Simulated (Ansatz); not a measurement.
# WS2 (Tungstenite): the gap up the ladder of methods, part 2 of 2

Aim: the gap of WS2 (Tungstenite) at several levels of theory on one structure, with the time that each takes.

Ansatz 0.2.0; density functionals, hybrids and G0W0, plane waves, PAW. Known limits of the many-body steps: finite bands, screening cutoff and k mesh; no spin-orbit coupling in G0W0.

So far. Step 5 (r2SCAN on the 12×12×2 mesh): Over mesh and listed points the gap is 1.154 eV, from k = Γ to k = (0.167, 0.167, 0.000). The least direct gap found is 1.862 eV, at k = (0.333, 0.333, 0.000). r2SCAN against PBE: 1.154 − 1.046 = +0.108 eV. The runs also differ in plane-wave cutoff (420 eV and 500 eV), so how much of this comes from the functional alone is not known. Step 6 (HSE06 on the 6×6×2 mesh): Over mesh and listed points the gap is 1.578 eV, from k = Γ to k = (0.167, 0.167, 0.000).

The database entry behind the starting cell differs from later determinations by our own check (an axis about 1.4 % long against later determinations), so it need not match the best structure at ambient conditions.

In doubt: masses and optical values from hybrid runs of this build are listed as unsure (step 10), which bears on the screening that GW takes from such a start.

**7. PBE0 on the 6×6×2 mesh**

PBE0 mixes in a quarter of exact exchange at all distances.

This step: DFT, PBE0, plane waves, PAW.

input.yaml reads:

```yaml
crystal:
  lattice:
    - [3.18, 0.0, 0.0]
    - [-1.59, 2.753960784, 0.0]
    - [0.0, 0.0, 12.5]
  atoms:
    - { symbol: W, position: [0.3333333333, 0.6666666667, 0.25] }
    - { symbol: W, position: [0.6666666667, 0.3333333333, 0.75] }
    - { symbol: S, position: [0.3333333333, 0.6666666667, 0.625] }
    - { symbol: S, position: [0.6666666667, 0.3333333333, 0.125] }
    - { symbol: S, position: [0.3333333333, 0.6666666667, 0.875] }
    - { symbol: S, position: [0.6666666667, 0.3333333333, 0.375] }
kpoints:
  mp_grid: { grid: [6, 6, 2] }
  band_path:
    path:
      - [0.0, 0.0, 0.0]
      - [0.5, 0.0, 0.0]
      - [0.3333333333, 0.3333333333, 0.0]
      - [0.0, 0.0, 0.5]
      - [0.5, 0.0, 0.5]
      - [0.3333333333, 0.3333333333, 0.5]
      - [0.1666666667, 0.1666666667, 0.0]
    npoints: 1
hamiltonian:
  xc: pbe0
scf:
  occupations: { method: fixed }
  n_extra_bands: 6
output:
  forces: true
  stress: true
  eigenvalues: true
```

On the command line:

```bash
$ ansatz run input.yaml --threads 3 --pin off --max-ram 64512MiB --backend cuda --events-out ev --progress --plain --runs-dir out --devices 1 --max-vram 24GiB  # rebuilt from the run's record
```

Numbers of over 12 decimals in the logs are rounded to 6 here.

Output:

```text
[...]
GPUs: using 1 of 1 available (devices: 1).
[...]
GPU FFT provider: cuFFT
GPU libraries: cuBLAS 13.8.2, cuFFT 12.4.0, cuSOLVER 12.3.4
Crystal: 6 atoms, lattice volume = 109.470 Å³
Basis set: ecut = 420 eV, 2129 PW (Γ), exchange–correlation on 48×48×180 points (8 copies of the dense FFT grid, shifted against one another)
[...]
--- Band table (eV; the first three rows and the last of 14) ---
  k-point 0: bands = [... 22 lower, 8.0515, 8.6856, 9.3824, 10.6135, 14.2363, 14.2363, 14.2481, 14.2481, ... 2 higher]
  k-point 1: bands = [... 22 lower, 8.0268, 8.0268, 10.2509, 10.2509, 14.2298, 14.2298, 14.2298, 14.2298, ... 2 higher]
  k-point 2: bands = [... 22 lower, 7.9073, 8.7844, 9.2678, 9.6970, 13.4519, 13.9010, 14.0949, 14.1265, ... 2 higher]
  k-point 13: bands = [... 22 lower, 7.0504, 7.0504, 9.9137, 9.9137, 12.8877, 12.8877, 14.6934, 14.6934, ... 2 higher]
[key lines of the parts left out:]
Free energy (F): -24382.689351 eV
Fermi energy:    10.613533 eV
P = ⅓ Tr σ = -2.1997 GPa (-21.997 kbar)
```

Wall time 21 s (1 × NVIDIA H100 80GB HBM3 (shared by 3 runs) with 3 threads of AMD EPYC 7R13 (Zen 3), shared host); peak memory 2.3 GiB; 38 s of CPU time.

This step gave:

- gap: 2.236 eV
- valence top at: Γ
- conduction bottom at: k = (0.167, 0.167, 0.000)
- least direct gap: 2.872 eV
- exact-exchange fraction: 0.25

Over mesh and listed points the gap is 2.236 eV, from k = Γ to k = (0.167, 0.167, 0.000). The least direct gap found is 2.872 eV, at k = (0.333, 0.333, 0.000). PBE0 against HSE06: 2.236 − 1.578 = +0.658 eV, with the same mesh, files and cutoff, and both edges at the same k points. The program's warnings for this run: stress exchange threshold loose; stress scf threshold loose.

**8. DDH-PBE0 on the 6×6×2 mesh**

The input asks for a share of exact exchange of one over the crystal's ε∞, which the program works out first.

This step: DFT, dielectric-dependent PBE0 (fraction 1/eps_inf of PBE), plane waves, PAW.

input.yaml, as its differences from that of step 7:

```diff
@@ -12,2 +12,3 @@
     - { symbol: S, position: [0.6666666667, 0.3333333333, 0.375] }
+  host: atoms
 kpoints:
@@ -25,3 +26,6 @@
 hamiltonian:
-  xc: pbe0
+  xc:
+    exchange: pbe
+    correlation: pbe
+    exx: { coeff: inverse_dielectric }
 scf:
@@ -33 +37,5 @@
   eigenvalues: true
+  write_density: true
+  write_potential: true
+  elf: true
+  volumetric_format: npy
```

Output:

```text
[...]
the fraction of exact exchange is that of a crystal of W2S4
GPUs: using 1 of 1 available (devices: 1).
[...]
a weight of exact exchange comes from the crystal, and the text's number only plans the run
Solving k-mesh 6×6×4 for the fraction of exact exchange
[...]
--- Band table (eV; the first three rows and the last of 14) ---
  k-point 0: bands = [... 22 lower, 8.6596, 9.3374, 9.8910, 11.0367, 13.7672, 13.7672, 13.7768, 13.7768, ... 2 higher]
  k-point 1: bands = [... 22 lower, 8.6371, 8.6371, 10.7109, 10.7109, 13.7633, 13.7633, 13.7633, 13.7633, ... 2 higher]
  k-point 2: bands = [... 22 lower, 8.5778, 9.4262, 9.7977, 10.1870, 13.0568, 13.4887, 13.6256, 13.6934, ... 2 higher]
  k-point 13: bands = [... 22 lower, 7.8083, 7.8083, 10.3571, 10.3571, 12.5983, 12.5983, 14.1948, 14.1948, ... 2 higher]
[key lines of the parts left out:]
Free energy (F): -24382.715256 eV
Fermi energy:    11.036716 eV
P = ⅓ Tr σ = 0.6422 GPa (6.422 kbar)
```

Run time: 86 s. Hardware: 1 × NVIDIA H100 80GB HBM3 (shared by 3 runs) with 3 threads; peak memory 2.4 GiB; 2.6 min of CPU time.

This step gave:

| Quantity | Value |
| --- | --- |
| gap | 1.465 eV |
| valence top at | Γ |
| conduction bottom at | k = (0.167, 0.167, 0.000) |
| least direct gap | 2.146 eV |
| exact-exchange fraction | 0.09024 |

Over mesh and listed points the gap is 1.465 eV, from k = Γ to k = (0.167, 0.167, 0.000). The least direct gap found is 2.146 eV, at k = (0.333, 0.333, 0.000). DDH-PBE0 against PBE0: 1.465 − 2.236 = −0.771 eV, with the same mesh, files and cutoff, and both edges at the same k points. The program's warnings for this run: stress exchange threshold loose; stress scf threshold loose.

**9. G0W0@PBE, 6×6×2 mesh, 703 empty bands, screening to 200 eV**

G0W0 replaces the xc potential by a self-energy built once from the orbitals of the start. Levels are corrected in the window of bands that the input names, at points of the mesh.

This step: G0W0 on PBE, plane waves, PAW.

input.yaml reads:

```yaml
crystal:
  lattice:
    - [3.18, 0.0, 0.0]
    - [-1.59, 2.753960784, 0.0]
    - [0.0, 0.0, 12.5]
  atoms:
    - { symbol: W, position: [0.3333333333, 0.6666666667, 0.25] }
    - { symbol: W, position: [0.6666666667, 0.3333333333, 0.75] }
    - { symbol: S, position: [0.3333333333, 0.6666666667, 0.625] }
    - { symbol: S, position: [0.6666666667, 0.3333333333, 0.125] }
    - { symbol: S, position: [0.3333333333, 0.6666666667, 0.875] }
    - { symbol: S, position: [0.6666666667, 0.3333333333, 0.375] }
kpoints:
  mp_grid: { grid: [6, 6, 2] }
hamiltonian:
  xc: pbe
scf:
  occupations: { method: fixed }
gw:
  n_empty_bands: 703
  ecut_chi: 200.0
  qp_bands: [v2, c2]
  qp_kpoints: band_edges
  screening: { model: contour_deformation }
```

Output:

```text
GPUs: using 1 of 1 available (devices: 1).
[...]
GPU FFT provider: cuFFT
GPU libraries: cuBLAS 13.8.2, cuFFT 12.4.0, cuSOLVER 12.3.4
Crystal: 6 atoms, lattice volume = 109.470 Å³
Basis set: ecut = 420 eV, 2129 PW (Γ)
Bands: 32, of which v1, the nominal top of the filled ones, is band 26 counted from 1 (25 counted from 0)
Symmetry: 24 space group operations
[...]
k-points: 14 of 72
[...]
1    28     13.5077   -13.6700    -4.4440   -18.2965  0.7541    13.6907    13.6901  root
[...]
13    25     10.6075   -18.8759     0.3664   -18.1348  0.7551    10.2311    10.2328  root
    13    26     10.6075   -18.8759     0.3664   -18.1348  0.7551    10.2311    10.2328  root
    13    27     12.4366   -15.7105    -4.0139   -19.8326  0.7522    12.5449    12.5447  root
    13    28     12.4366   -15.7105    -4.0139   -19.8326  0.7522    12.5449    12.5447  root
[key lines of the parts left out:]
SCF converged after 6 iterations
Free energy (F): -24382.796141 eV
Fermi energy:    11.265030 eV
```

Wall time 40 s (1 × NVIDIA H100 80GB HBM3 (shared by 3 runs) with 3 threads); peak memory 2.6 GiB; 68 s of CPU time.

This step gave:

```yaml
bands_summed: 729
rpa_eps_infinity_on_this_mesh_eigenvalues: 5.405, 13.95, 13.95
plane_waves_in_the_screening_matrix: 713
g0w0_gap_over_the_corrected_points: 1.460 eV
k_of_the_valence_top: 0, 0, 0
k_of_the_conduction_bottom: 0.1667, 0.1667, 0
starting_gap_on_the_mesh: 1.047 eV
z_at_the_valence_top: 0.7514
z_at_the_conduction_bottom: 0.7630
least_direct_g0w0_gap_over_the_corrected_points: 2.212 eV
```

Over 10 of 14 irreducible mesh points the G0W0 gap is 1.460 eV, from k = Γ to k = (0.167, 0.167, 0.000). The PBE gap of this run on the mesh is 1.047 eV. The two states that bound the G0W0 gap lie that far apart at the start, so the correction of the gap is 1.460 − 1.047 = +0.413 eV.

**10. G0W0@HSE06, 6×6×2 mesh, 703 empty bands, screening to 200 eV**

This step: G0W0 on HSE06, plane waves, PAW.

input.yaml, as its differences from that of step 9:

```diff
@@ -15,3 +15,3 @@
 hamiltonian:
-  xc: pbe
+  xc: hse06
 scf:
```

Output:

```text
GPUs: using 1 of 1 available (devices: 1).
[...]
GPU FFT provider: cuFFT
GPU libraries: cuBLAS 13.8.2, cuFFT 12.4.0, cuSOLVER 12.3.4
Crystal: 6 atoms, lattice volume = 109.470 Å³
Basis set: ecut = 420 eV, 2129 PW (Γ)
Bands: 32, of which v1, the nominal top of the filled ones, is band 26 counted from 1 (25 counted from 0)
Symmetry: 24 space group operations
[...]
k-points: 14 of 72
[...]
1    27     13.8710   -13.5141    -4.3500   -17.8127  0.7788    13.8197    13.8196  root
     1    28     13.8710   -13.5141    -4.3500   -17.8127  0.7788    13.8197    13.8196  root
[...]
13    25     10.2498   -18.7532     0.3061   -18.2691  0.7805    10.0715    10.0718  root
    13    26     10.2498   -18.7532     0.3061   -18.2691  0.7805    10.0715    10.0718  root
    13    27     12.5649   -15.5678    -3.8920   -19.4483  0.7773    12.5534    12.5534  root
    13    28     12.5649   -15.5678    -3.8920   -19.4483  0.7773    12.5534    12.5534  root
[key lines of the parts left out:]
Free energy (F): -24386.871162 eV
Fermi energy:    10.936866 eV
```

Run time: 2.1 min. Hardware: 1 × NVIDIA H100 80GB HBM3 (shared by 3 runs) with 3 threads; peak memory 3.1 GiB; 2.7 min of CPU time.

This step gave:

- bands summed: 729
- RPA ε∞ on this mesh (eigenvalues): 4.600, 11.12, 11.12
- plane waves in the screening matrix: 713
- G0W0 gap over the corrected points: 1.669 eV
- k of the valence top: 0, 0, 0
- k of the conduction bottom: 0.1667, 0.1667, 0
- starting gap on the mesh: 1.578 eV
- Z at the valence top: 0.7773
- Z at the conduction bottom: 0.7871
- least direct G0W0 gap over the corrected points: 2.382 eV

Over 10 of 14 irreducible mesh points the G0W0 gap is 1.669 eV, from k = Γ to k = (0.167, 0.167, 0.000). The HSE06 gap of this run on the mesh is 1.578 eV. The two states that bound the G0W0 gap lie that far apart at the start, so the correction of the gap is 1.669 − 1.578 = +0.091 eV. G0W0@HSE06 against G0W0@PBE with 729 bands: 1.669 − 1.460 = +0.209 eV, with the same mesh, files and cutoffs, and both edges at the same k points.

**11. G0W0@r2SCAN, 6×6×2 mesh, 703 empty bands, screening to 200 eV**

This step: G0W0 on r2SCAN, plane waves, PAW.

input.yaml, as its differences from that of step 10:

```diff
@@ -15,3 +15,3 @@
 hamiltonian:
-  xc: hse06
+  xc: r2scan
 scf:
```

Output:

```text
GPUs: using 1 of 1 available (devices: 1).
[...]
GPU FFT provider: cuFFT
GPU libraries: cuBLAS 13.8.2, cuFFT 12.4.0, cuSOLVER 12.3.4
Crystal: 6 atoms, lattice volume = 109.470 Å³
Basis set: ecut = 500 eV, 2775 PW (Γ), exchange–correlation on 96×96×384 points (64 copies of the dense FFT grid, shifted against one another)
Bands: 32, of which v1, the nominal top of the filled ones, is band 26 counted from 1 (25 counted from 0)
[...]
1    28     13.5312   -13.7450    -4.4178   -18.3912  0.7618    13.7605    13.7597  root
[...]
13    25     10.4352   -18.9884     0.3559   -18.3924  0.7626    10.1945    10.1951  root
    13    26     10.4352   -18.9884     0.3559   -18.3924  0.7626    10.1945    10.1951  root
    13    27     12.3877   -15.9338    -3.9717   -20.0992  0.7586    12.5819    12.5814  root
    13    28     12.3877   -15.9338    -3.9717   -20.0992  0.7586    12.5819    12.5814  root
[key lines of the parts left out:]
SCF converged after 7 iterations
Free energy (F): -24423.281796 eV
Fermi energy:    11.139004 eV
```

It took 28 s on 1 × NVIDIA H100 80GB HBM3 (shared by 3 runs) with 3 threads; peak memory 2.9 GiB.

This step gave:

```
bands summed                                    : 729
RPA ε∞ on this mesh (eigenvalues)               : 5.061, 12.89, 12.89
plane waves in the screening matrix             : 713
G0W0 gap over the corrected points              : 1.530 eV
k of the valence top                            : 0, 0, 0
k of the conduction bottom                      : 0.1667, 0.1667, 0
starting gap on the mesh                        : 1.155 eV
Z at the valence top                            : 0.7588
Z at the conduction bottom                      : 0.7698
least direct G0W0 gap over the corrected points : 2.287 eV
```

Over 10 of 14 irreducible mesh points the G0W0 gap is 1.530 eV, from k = Γ to k = (0.167, 0.167, 0.000). The r2SCAN gap of this run on the mesh is 1.155 eV. The two states that bound the G0W0 gap lie that far apart at the start, so the correction of the gap is 1.530 − 1.155 = +0.375 eV. G0W0@r2SCAN against G0W0@HSE06 with 729 bands: 1.530 − 1.669 = −0.139 eV. The runs also differ in plane-wave cutoff (420 eV and 500 eV), so how much of this comes from the start alone is not known.

**12. Gap and time by level**

Each gap is the least one over the points named; times are wall times on shared hosts, not benchmarks. A G0W0 time includes the run's own self-consistent start. Runs with listed points see these and the mesh alone, so an edge that moves elsewhere is missed. Rows marked * are further runs, not shown as steps, whose inputs differ from the G0W0 step on the same start in the columns given; solver thresholds can differ too.

```csv
level,mesh,"files, cutoff","bands summed, screening",points,gap (eV),valence top,conduction bottom,least direct gap (eV),time
LDA,12×12×2,"soft_2 PAW, 420 eV",-,mesh and listed points,0.970,Γ,"(0.167, 0.167, 0.000)",1.716,4.3 s
PBE,12×12×2,"soft_2 PAW, 420 eV",-,mesh and path,1.046,Γ,"(0.167, 0.167, 0.000)",1.739,4.4 s
PBE+SOC,12×12×2,"soft_2 PAW, 420 eV",-,mesh and listed points,0.996,Γ,"(0.167, 0.167, 0.000)",1.545,5.5 s
r2SCAN,12×12×2,"soft_2 PAW, 500 eV",-,mesh and listed points,1.154,Γ,"(0.167, 0.167, 0.000)",1.862,13 s
HSE06,6×6×2,"soft_2 PAW, 420 eV",-,mesh and listed points,1.578,Γ,"(0.167, 0.167, 0.000)",2.218,56 s
PBE0,6×6×2,"soft_2 PAW, 420 eV",-,mesh and listed points,2.236,Γ,"(0.167, 0.167, 0.000)",2.872,21 s
DDH-PBE0,6×6×2,"soft_2 PAW, 420 eV",-,mesh and listed points,1.465,Γ,"(0.167, 0.167, 0.000)",2.146,86 s
G0W0@PBE*,6×6×2,"soft_2 PAW, 420 eV","274, 100 eV",10 of 14 irreducible mesh points,1.408,Γ,"(0.167, 0.167, 0.000)",2.214,10 s
G0W0@PBE,6×6×2,"soft_2 PAW, 420 eV","729, 200 eV",10 of 14 irreducible mesh points,1.460,Γ,"(0.167, 0.167, 0.000)",2.212,40 s
G0W0@HSE06,6×6×2,"soft_2 PAW, 420 eV","729, 200 eV",10 of 14 irreducible mesh points,1.669,Γ,"(0.167, 0.167, 0.000)",2.382,2.1 min
G0W0@r2SCAN,6×6×2,"soft_2 PAW, 500 eV","729, 200 eV",10 of 14 irreducible mesh points,1.530,Γ,"(0.167, 0.167, 0.000)",2.287,28 s
```

**13. Summary of results**

- LDA, over mesh and listed points: 0.970 eV
- PBE, over mesh and path: 1.046 eV
- PBE+SOC, over mesh and listed points: 0.996 eV
- r2SCAN, over mesh and listed points: 1.154 eV
- HSE06, over mesh and listed points: 1.578 eV
- PBE0, over mesh and listed points: 2.236 eV
- DDH-PBE0, over mesh and listed points: 1.465 eV
- G0W0@PBE (729 bands, 6×6×2), over 10 of 14 irreducible mesh points: 1.460 eV
- G0W0@HSE06, over 10 of 14 irreducible mesh points: 1.669 eV
- G0W0@r2SCAN, over 10 of 14 irreducible mesh points: 1.530 eV
- known limits: finite bands, screening cutoff and k mesh; no spin-orbit coupling in G0W0

In words: The rows run from 0.970 eV (LDA) to 2.236 eV (PBE0). They differ in mesh, plane-wave cutoff, bands and screening cutoff of G0W0 and the points over which the gap was sought as well as in level, so only pairs that share these are like for like. PBE against LDA: 1.046 − 0.970 = +0.076 eV, with the same mesh, files and cutoff, and both edges at the same k points. PBE+SOC against PBE: 0.996 − 1.046 = −0.050 eV, with the same mesh, set of files (read in its fully relativistic form for the spin-orbit run) and cutoff, and both edges at the same k points. The spin-orbit run sees mesh and listed points alone, so its gap is an upper bound: the coupling can move an edge off these points, and the change over the zone, its sign included where it is small, is not known. PBE0 against HSE06: 2.236 − 1.578 = +0.658 eV, with the same mesh, files and cutoff, and both edges at the same k points. DDH-PBE0 against PBE0: 1.465 − 2.236 = −0.771 eV, with the same mesh, files and cutoff, and both edges at the same k points. G0W0@HSE06 against G0W0@PBE with 729 bands: 1.669 − 1.460 = +0.209 eV, with the same mesh, files and cutoffs, and both edges at the same k points. The dielectric-dependent hybrid took 0.090 of exact exchange, against 0.25 in PBE0. G0W0@PBE (729 bands, 6×6×2) moves the gap of its own start on the mesh by 1.460 − 1.047 = +0.413 eV, between the same two levels. Both edges that PBE shows over mesh and path lie at k points where levels were corrected. Levels at other points were not corrected, so a lower G0W0 gap elsewhere in the zone is not ruled out. G0W0@HSE06 moves the gap of its own start on the mesh by 1.669 − 1.578 = +0.091 eV, between the same two levels. Both edges that HSE06 shows over mesh and listed points lie at k points where levels were corrected. Levels at other points were not corrected, so a lower G0W0 gap elsewhere in the zone is not ruled out. G0W0@r2SCAN moves the gap of its own start on the mesh by 1.530 − 1.155 = +0.375 eV, between the same two levels. Both edges that r2SCAN shows over mesh and listed points lie at k points where levels were corrected. Levels at other points were not corrected, so a lower G0W0 gap elsewhere in the zone is not ruled out. What spin-orbit coupling does to the G0W0 levels was not computed, so no sum with the G0W0 gap is formed. For G0W0@PBE: from 274 bands and 100 eV to 729 bands and 200 eV the gap moves by 1.460 − 1.408 = +0.052 eV; bands and screening cutoff rise together, so their parts are not told apart. Two runs can't test a law of convergence, so the limit is not known. The other G0W0 rows are shown at one basis each (729 bands), so their distance from the limit is not known here. The G0W0 runs are scalar-relativistic. No pair of G0W0 runs that differ in the mesh alone is shown (6×6×2 is a supercell whose nearest images lie 19 Å apart), so the error from the mesh is not known here. G0W0 is shown with one set of atomic data (soft_2 PAW), so the error from the files is not known here.

[Paths, hosts, dates, memory and timing lines, banners, echoed tables and standing remarks are left out of the program output.]

[Logs are printed without paths, hosts, clocks, repeated set-up lines and the standing remarks that a program may print on its own settings, such as how far it seeks lower states.]

[Runs of the session that timed out or met a known fault of the program may be left out.]

[Cells called generated may have been cut or substituted from an entry of the Crystallography Open Database or the Materials Project.]

[Hosts, paths, dates, database ids (printed as entryN), source tags and the programs' standing remarks are cut or masked in the printed files.]

[Where an RPA ε∞ is given, it is that of the G0W0 mesh and is not shown converged in it. Names of k-points follow the symmetry that the program found, which can be lower than the space group named. Band edges on a path are those of the sampled points; other points can move an edge, and change direct to indirect where valleys lie close.]

[Hybrid gaps are those of their k-mesh and are not shown converged in it.]
